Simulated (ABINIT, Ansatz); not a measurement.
Computed results, one entry a study.

```xyz
4
Lattice="3.180 0.000 0.000 -1.590 2.754 0.000 0.000 0.000 5.166" Properties=species:S:1:pos:R:3 pbc="T T T" subject="A GW chain in ABINIT: GaN (P6_3mc)" method="RPA screening on PBE, plane waves, norm-conserving pseudopotentials (and 2 further levels or steps)" program="ABINIT 10.8.3" settings="cutoff 45 Ha, PseudoDojo scalar-relativistic 0.4 stringent, norm-conserving, ngkpt (6, 6, 4), nband 66, ecuteps 4.4 Ha, inclvkb 2, shiftk (0, 0, 0), symchi 1, awtr 1, frequency ppm, 6×6×4 k-mesh" cost="5 runs, 3 min in all on 8 MPI ranks of Intel Xeon Platinum 8488C (Sapphire Rapids), shared host" notes="The database entry behind the starting cell differs from other determinations of this structure. The program’s warnings: nkpt*nsppol () is not a multiple of nproc spkpt (). The cell and positions come from the Crystallography Open Database and are kept as given unless a step says otherwise. Limits: no spin-orbit coupling." pbe_gap="1.99 eV, direct" g0w0_gap_on_the_mesh="2.85 eV" gw_settings="6×6×4 mesh, 66 bands, screening to 119.7 eV, Godby-Needs plasmon pole" known_limits="short of the basis limit; no spin-orbit coupling"
Ga    0.000    1.836    0.000
Ga    1.590    0.918    2.583
N     0.000    1.836    1.937
N     1.590    0.918    4.520
```

[Long decimals in the printed logs are rounded to 6 places.]

[Logs are printed without paths, hosts, clocks, repeated set-up lines and the standing remarks that a program may print on its own settings, such as how far it seeks lower states.]

[Paths, hosts, dates, memory and timing lines, banners, echoed tables and standing remarks are left out of the program output; an Ansatz launch command may be rebuilt from the run's recorded settings. Measured values are a selection of at most five: reports struck by readers or far from the other reports are left out. None is set beside runs whose start may be inverted or whose files or cutoffs have a known fault.]

[Runs of the session that timed out or met a known fault of the program may be left out.]

[Hosts, paths, dates, database ids (printed as entryN), source tags and the programs' standing remarks are cut or masked in the printed files.]

[G0W0 gaps are taken among the corrected bands and points alone; a level outside them can change the order at an edge.]

[Where Ansatz stands beside ABINIT at settings called matched, ABINIT's density can come from a denser mesh and the files from another edition; pairs whose starting gaps differed by over 0.03 eV were left out, so agreement reads better than it is.]
